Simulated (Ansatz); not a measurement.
# CuF (model cell, started as layered BN type): from the cell to its phonons, part 2 of 2

Task: relax CuF (model cell, started as layered BN type), then find its harmonic phonons.

Ansatz 0.2.0; DFT PBE, scalar-relativistic, plane waves, PAW.

So far. Step 4 (Tight relaxation): The forces vanish by symmetry and the pressure is 0.002 GPa, within the tolerances set. The cell now holds 14.96 Å³/atom. The relaxed cell has a = 3.534, c = 5.532 Å (conventional setting).

The structure was built from a prototype and need not be the compound's stable phase.

## Step 5: Zone-centre response

The zone centre comes first: it holds the modes that light can see, as far as symmetry allows. No field response is asked, since the mesh shows no gap.

input.yaml reads:

```yaml
crystal:
  lattice:
    - [3.5336794622, 0.0, 0.0]
    - [-1.7668397311, 3.0602561831, 0.0]
    - [0.0, 0.0, 5.532231747]
  atoms:
    - { symbol: Cu, position: [0.3333333333, 0.6666666667, 0.25] }
    - { symbol: Cu, position: [0.6666666667, 0.3333333333, 0.75] }
    - { symbol: F, position: [0.6666666667, 0.3333333333, 0.25] }
    - { symbol: F, position: [0.3333333333, 0.6666666667, 0.75] }
kpoints:
  mp_grid: { grid: [12, 12, 8] }
hamiltonian:
  xc: pbe
scf:
  occupations: { method: methfessel_paxton, width: 0.15 }
output:
  eigenvalues: true
phonons:
  method: dfpt
```

Command:

```sh
ansatz run input.yaml --threads 4 --pin off --max-ram 7168MiB --backend cpu --events-out ev --progress --plain --runs-dir out
```

Numbers of over 12 decimals in the logs are rounded to 6 here.

The log of the run:

```text
zone centre: on kpoints.mp_grid the ground state, and the responses unless they are solved on pairs of k-points, stand on 215 of the mesh's 1152 k-points, reduced under 4 symmetry operations, with k and −k counted as one. Each operation leaves every solved displacement unchanged or reverses it
[...]
Crystal: 4 atoms, lattice volume = 59.825 Å³
Basis set: ecut = 420 eV, 1141 PW (Γ), exchange–correlation on 48×48×80 points (8 copies of the dense FFT grid, shifted against one another)
Bands: 32, of which v1, the nominal top of the filled ones, is band 26 counted from 1 (25 counted from 0)
Symmetry: 24 space group operations
k-points: 215 of 1152 (irreducible under 4 space group operations, time reversal used)
[...]
SCF iter   1: F=—  HF=-14864.640034 eV  |F-HF|=—  |Δ(HF+E_count)|=         —  Δρ=4.25e-3  dr2=6.92e-3  ethr=1.77e-3  ⟨swp⟩=4.9  Hψ=24825  notcnv=0
[...]
SCF iter   9: F=-14864.639909 eV  HF=-14864.639909 eV  |F-HF|=1.09e-11  |Δ(HF+E_count)|=  2.00e-11  S|Δr|=    0.00e0  Δρ=1.21e-7  dr2=6.51e-12  ethr=1.00e-12  ⟨swp⟩=7.6  Hψ=37877  notcnv=0
SCF 1 converged in 9 iterations: F = -14864.639909 eV  dr2 = 6.51e-12
[...]
DFPT response loops at Γ: preconditioner auto → none (partly filled bands, converged f_vac=0.188); β = 0.50; Broyden in place of MSR1
SCF converged after 9 iterations
[...]
Free energy (F): -14864.639909 eV
[...]
Internal energy: -14864.637948 eV  (E = F + TS)
E sigma→0 (E₀):  -14864.639419 eV
Entropy (-TS):   -0.001962 eV (-0.490 meV/atom)
Fermi energy:    6.965859 eV
[...]
--- Band table (eV; the first three rows and the last of 215) ---
  k-point 0: bands = [... 22 lower, 6.2047, 6.9657, 6.9657, 6.9803, 6.9803, 10.0109, 11.3243, 18.3229, ... 2 higher]
  k-point 1: bands = [... 22 lower, 6.2195, 6.9662, 6.9662, 6.9796, 6.9796, 9.5491, 11.8452, 18.3157, ... 2 higher]
  k-point 2: bands = [... 22 lower, 6.2898, 6.9675, 6.9675, 6.9778, 6.9778, 8.7750, 12.8040, 18.1119, ... 2 higher]
  k-point 214: bands = [... 22 lower, 6.2403, 6.2403, 6.3358, 6.3358, 10.5887, 10.5887, 13.3001, 13.3001, ... 2 higher]
--- Phonons (Γ-DFPT): 4 representative perturbations + reference, on 215 of 1152 k-points (Σ response iterations 13) ---
  k mesh reduced under 4 symmetry operations, with k and −k counted as one. Each operation leaves every solved displacement unchanged or reverses it
  ASR residual: 3.575e-4 → 0.000e0 eV/Å²; symmetrization residual: 1.549e-6 eV/Å²
  ASR residual per site (eV/Å²): 3.57e-4 3.57e-4 3.50e-4 3.50e-4
  Γ frequencies (cm⁻¹): -56.43 -56.43 -44.05 -44.05 -5.09 0.00 0.00 0.00 63.98 72.69 72.69 101.80
  non-analytic LO–TO correction: not included (Born effective charges unavailable; polar crystals: no LO–TO splitting at Γ)
```

Elapsed: 49 s, on 4 threads of Arm Neoverse V2, shared host; peak memory 1.4 GiB; 3 min of CPU time.

This step gave:

| Quantity | Value |
| --- | --- |
| sum-rule residual before enforcement | 3.57e-4 eV/Å² |
| point group | 6/mmm |
| highest optical mode at the zone centre (no LO-TO term) | 101.8 cm⁻¹ |
| lowest optical zone-centre mode | -56.43 cm⁻¹ |

Patterns of degenerate modes are one choice out of their space. Modes at Γ, with each element's share of the kinetic energy (negative means imaginary):

| mode | frequency (cm⁻¹) | symmetry | Cu % | F % |
| --- | --- | --- | --- | --- |
| 1 | -56.4 | E1u | 23 | 77 |
| 2 | -56.4 | E1u | 23 | 77 |
| 3 | -44.0 | E2g | 75 | 25 |
| 4 | -44.0 | E2g | 75 | 25 |
| 5 | -5.1 | B1g | 80 | 20 |
| 6 | 0.0 | acoustic | 77 | 23 |
| 7 | 0.0 | acoustic | 77 | 23 |
| 8 | 0.0 | acoustic | 77 | 23 |
| 9 | 64.0 | A2u | 23 | 77 |
| 10 | 72.7 | E2g | 25 | 75 |
| 11 | 72.7 | E2g | 25 | 75 |
| 12 | 101.8 | B1g | 20 | 80 |

Displacements in mode 1 (-56.4 cm⁻¹), the largest set to 1:
```
Cu1 -0.30  0.01  0.00
Cu2 -0.30  0.01  0.00
F3   1.00 -0.04  0.00
F4   1.00 -0.04  0.00
```

Displacements in mode 3 (-44.0 cm⁻¹), the largest set to 1:
```
Cu1 -0.94 -0.02  0.00
Cu2  0.94  0.02  0.00
F3  -1.00 -0.02  0.00
F4   1.00  0.02  0.00
```

Before it was imposed, the acoustic sum rule was missed by 3.6e-4 eV/Å². Small misses are needed for a sound result but don't prove that mesh and cutoff are converged. The lowest optical mode is imaginary, 56.4i cm⁻¹, so the energy falls along it.

## Step 6: Phonons on a q mesh

The mesh has a single point along some directions, so zone-edge points there are not solved. Linear response on a 3×3×1 q mesh gives force constants as far as a supercell of that size would.

Edit input.yaml of step 5 so:

```diff
@@ -20 +20,9 @@
   method: dfpt
+  qmesh: [3, 3, 1]
+  temperatures: { t_max: 1000, t_step: 50 }
+  qpath:
+    path:
+      - [[0.0, 0.0, 0.0], [0.5, 0.0, 0.0], [0.33333333, 0.33333333, 0.0], [0.0, 0.0, 0.0], [0.0, 0.0, 0.5], [0.5, 0.0, 0.5], [0.33333333, 0.33333333, 0.5], [0.0, 0.0, 0.5]]
+      - [[0.5, 0.0, 0.5], [0.5, 0.0, 0.0]]
+      - [[0.33333333, 0.33333333, 0.5], [0.33333333, 0.33333333, 0.0]]
+    npoints: 10
```

The log of the run:

```text
[...]
Crystal: 4 atoms, lattice volume = 59.825 Å³
Basis set: ecut = 420 eV, 1141 PW (Γ), exchange–correlation on 48×48×80 points (8 copies of the dense FFT grid, shifted against one another)
Bands: 32, of which v1, the nominal top of the filled ones, is band 26 counted from 1 (25 counted from 0)
Symmetry: 24 space group operations
k-points: 95 of 1152
[...]
SCF iter   1: F=—  HF=-14864.640037 eV  |F-HF|=—  |Δ(HF+E_count)|=         —  Δρ=4.25e-3  dr2=6.92e-3  ethr=1.77e-3  ⟨swp⟩=5.0  Hψ=11024  notcnv=0
[...]
SCF iter   9: F=-14864.639909 eV  HF=-14864.639909 eV  |F-HF|=1.82e-12  |Δ(HF+E_count)|=  2.36e-11  S|Δr|=    0.00e0  Δρ=1.19e-7  dr2=6.41e-12  ethr=1.00e-12  ⟨swp⟩=7.6  Hψ=16733  notcnv=0
SCF 1 converged in 9 iterations: F = -14864.639909 eV  dr2 = 6.41e-12
[...]
phonons: the bands overlap, so this run is a metal and interpolates without the dipole-dipole term. If the crystal is really an insulator or semiconductor, its LO-TO splitting is missing
NSCF: frozen V_eff on 95 k-points
[...]
DFPT response loops at q = (0, 0, 0) (fractional): preconditioner auto → none (partly filled bands, converged f_vac=0.188); β = 0.50; Broyden in place of MSR1
[...]
SCF converged after 9 iterations
[...]
Free energy (F): -14864.639909 eV
[...]
Internal energy: -14864.637948 eV  (E = F + TS)
E sigma→0 (E₀):  -14864.639419 eV
Entropy (-TS):   -0.001962 eV (-0.490 meV/atom)
Fermi energy:    6.965859 eV
[...]
--- Band table (eV; the first three rows and the last of 95) ---
  k-point 0: bands = [... 22 lower, 6.2047, 6.9657, 6.9657, 6.9803, 6.9803, 10.0109, 11.3243, 18.3229, ... 2 higher]
  k-point 1: bands = [... 22 lower, 6.2195, 6.9662, 6.9662, 6.9796, 6.9796, 9.5491, 11.8452, 18.3157, ... 2 higher]
  k-point 2: bands = [... 22 lower, 6.2898, 6.9675, 6.9675, 6.9778, 6.9778, 8.7750, 12.8040, 18.1119, ... 2 higher]
  k-point 94: bands = [... 22 lower, 6.2499, 6.2499, 6.2595, 6.2595, 12.1391, 12.1391, 12.6418, 12.6418, ... 2 higher]
--- Phonons (Γ-DFPT): 4 representative perturbations + reference (Σ response iterations 13) ---
  ASR residual: 3.570e-4 → 0.000e0 eV/Å²; symmetrization residual: 1.653e-6 eV/Å²
  ASR residual per site (eV/Å²): 3.57e-4 3.57e-4 3.51e-4 3.51e-4
[...]
--- Phonons (arbitrary-q DFPT): 3 irreducible q on the 3×3×1 mesh ---
  q = [0.0000, 0.0000, 0.0000] (star 1, of the zone-centre solve; hermiticity 8.25e-6, symmetrization 7.32e-11): -56.43 -56.43 -44.05 -44.05 -5.09 -0.00 -0.00 0.00 63.98 72.69 72.69 101.80
  q = [0.0000, 0.3333, 0.0000] (star 6, 6 solved perturbations on 390 of 1152 k-point pairs; hermiticity 1.25e-6, symmetrization 6.56e-8): -81.34 -62.47 -47.05 -31.94 50.81 73.14 95.15 113.36 250.10 260.54 277.51 288.64
  q = [0.3333, 0.3333, 0.0000] (star 2, 4 solved perturbations in 1090 linear systems a pass and spin channel, the states on 390 of 1152 k-point pairs; hermiticity 1.24e-5, symmetrization 4.57e-6): -105.51 -75.84 -55.38 -55.38 54.95 54.95 151.70 151.70 304.05 304.05 308.98 311.22
  sum rule: each row above includes the acoustic sum rule's correction from the zone centre's row sums; it moved no ω² by more than (2.24 cm⁻¹)²
  mesh force constants: q→R imaginary residual 0.00e0; ASR residual 3.570e-4 → 0.000e0 eV/Å²; symmetrization residual 2.665e-15 eV/Å²
  interpolated dispersion: 93 rows × 12 modes
  density of states and harmonic sums: on the 21×21×11 q-mesh, interpolated from the force constants of a 3×3×1 supercell (no non-analytic term)
  largest difference from the sums on the solved wave vectors: F 1.94e-1 eV, S 2.51e-4 and C_V 5.70e-5 eV/K
  zero-point energy: 0.084157 eV/cell   skipped modes (ω ≤ 0): 1117, of them read as no rigid motion or as one in doubt: 1114 (3.782e0 modes/cell left out, lowest -105.51 cm⁻¹)   left out of the sums: 3.15e-1 of the cell's modes: C_V's classical limit lies that fraction below 3 k_B per atom; for a crystal, a wire or a layer, F and S can be off by more, and a phonons.interpolated_qmesh denser along its periods is the remedy for the sampling
```

Elapsed: 3.5 min, on 4 threads; peak memory 1.9 GiB.

This step gave:

```
lowest mode on the q mesh (acoustic modes at Γ apart)         : -105.5 cm⁻¹
highest frequency at a solved wavevector (no LO-TO term at Γ) : 311.2 cm⁻¹
```

Frequencies (cm⁻¹) solved at each irreducible wavevector; negative means imaginary. Frequencies by wavevector, by row:

```
q in reciprocal lattice units  star  mode 1  mode 2  mode 3  mode 4  mode 10  mode 11  mode 12
                        0 0 0     1   -56.4   -56.4     -44     -44     72.7     72.7    101.8
                   0 0.3333 0     6   -81.3   -62.5     -47   -31.9    260.5    277.5    288.6
              0.3333 0.3333 0     2  -105.5   -75.8   -55.4   -55.4    304.1      309    311.2
```

Symmetry leaves 3 wavevectors to solve. The lowest mode among them, the acoustic zeros apart, lies at q = (0.333, 0.333, 0) and is imaginary, 105.5i cm⁻¹, so the energy falls along it.

## Step 7: Isotope substitution

An isotope changes the mass and not the force constants, so no new electronic calculation is needed; the shifts show which modes move this element.

The same force constants with the mass of Cu changed from 63.546 to 64.928 u (phonopy, no LO-TO term). Both lists are sorted by frequency; levels can cross, so a row need not hold one and the same mode. Modes under 3 cm⁻¹ are left out. Isotope shifts, by row:

| q | rank | natural mass (cm⁻¹) | changed mass (cm⁻¹) |
| --- | --- | --- | --- |
| 0 0 0 | 1 | -56.43 | -56.29 |
| 0 0 0 | 2 | -56.43 | -56.29 |
| 0 0 0 | 3 | -44.05 | -43.7 |
| 0 0 0 | 4 | -44.05 | -43.7 |
| 0 0 0 | 5 | -5.09 | -5.05 |
| 0 0 0 | 9 | 63.98 | 63.82 |
| 0 0 0 | 10 | 72.69 | 72.49 |
| 0 0 0 | 11 | 72.69 | 72.49 |
| 0 0 0 | 12 | 101.8 | 101.6 |
| 0 0.3333 0 | 1 | -81.34 | -80.6 |
| 0 0.3333 0 | 2 | -62.47 | -61.89 |
| 0 0.3333 0 | 3 | -47.05 | -46.9 |
| 0 0.3333 0 | 4 | -31.94 | -31.76 |
| 0 0.3333 0 | 5 | 50.81 | 50.42 |
| 0 0.3333 0 | 6 | 73.14 | 72.77 |
| 0 0.3333 0 | 7 | 95.15 | 94.23 |
| 0 0.3333 0 | 8 | 113.4 | 112.2 |
| 0 0.3333 0 | 9 | 250.1 | 249.7 |
| 0 0.3333 0 | 10 | 260.5 | 260.1 |
| 0 0.3333 0 | 11 | 277.5 | 277.2 |
| 0 0.3333 0 | 12 | 288.6 | 288.4 |
| 0.3333 0.3333 0 | 1 | -105.5 | -104.6 |
| 0.3333 0.3333 0 | 2 | -75.84 | -75.14 |
| 0.3333 0.3333 0 | 3 | -55.38 | -55.24 |
| 0.3333 0.3333 0 | 4 | -55.38 | -55.24 |
| 0.3333 0.3333 0 | 5 | 54.95 | 54.5 |
| 0.3333 0.3333 0 | 6 | 54.95 | 54.5 |
| 0.3333 0.3333 0 | 7 | 151.7 | 150.1 |
| 0.3333 0.3333 0 | 8 | 151.7 | 150.1 |
| 0.3333 0.3333 0 | 9 | 304.1 | 304 |
| 0.3333 0.3333 0 | 10 | 304.1 | 304 |
| 0.3333 0.3333 0 | 11 | 309 | 308.5 |
| 0.3333 0.3333 0 | 12 | 311.2 | 310.7 |

A mode of this element alone would shift by -1.07 %. The highest zone-centre frequency without the field goes from 101.8 to 101.6 cm⁻¹ (-0.2 %).

## Step 8: Results

```json
{"space group after relaxation (within 0.01 Å)": "P6_3/mmc", "volume per atom": "15.0 Å³", "electronic character": "no gap on this mesh", "highest optical mode at the zone centre (no LO-TO term)": "102 cm⁻¹", "lowest optical zone-centre mode": "-56.4 cm⁻¹", "lowest mode on the q mesh (acoustic modes at Γ apart)": "-106 cm⁻¹", "imaginary modes on the 3×3×1 q mesh": "yes"}
```

Modes are clearly imaginary (beyond 10i cm⁻¹) at 3 of the 3 irreducible wavevectors, most at q = (0.333, 0.333, 0) (105.5i cm⁻¹), so this structure is not a minimum of the energy. The optical modes at Γ span -56 to 102 cm⁻¹ (negative means imaginary). The highest mode in this list at Γ, 101.8 cm⁻¹, is mostly motion of F (80 % of the kinetic energy). The q mesh is too sparse to interpolate, so only the solved wavevectors are given. With no gap, or one that is small against the smearing, the frequencies hang on the k mesh and the smearing, most of all near Kohn anomalies. A semilocal functional can close a gap that the real compound would have, so the metallic treatment may be an artefact of the level. The starting cell was built on a prototype and not taken from a measurement, so the phase need not exist. These are harmonic frequencies at zero temperature: anharmonic shifts, linewidths and thermal expansion are left out.

[Logs are printed without paths, hosts, clocks, repeated set-up lines and the standing remarks that a program may print on its own settings, such as how far it seeks lower states.]

[Hosts, paths, dates, database ids (printed as entryN), source tags and the programs' standing remarks are cut or masked in the printed files.]
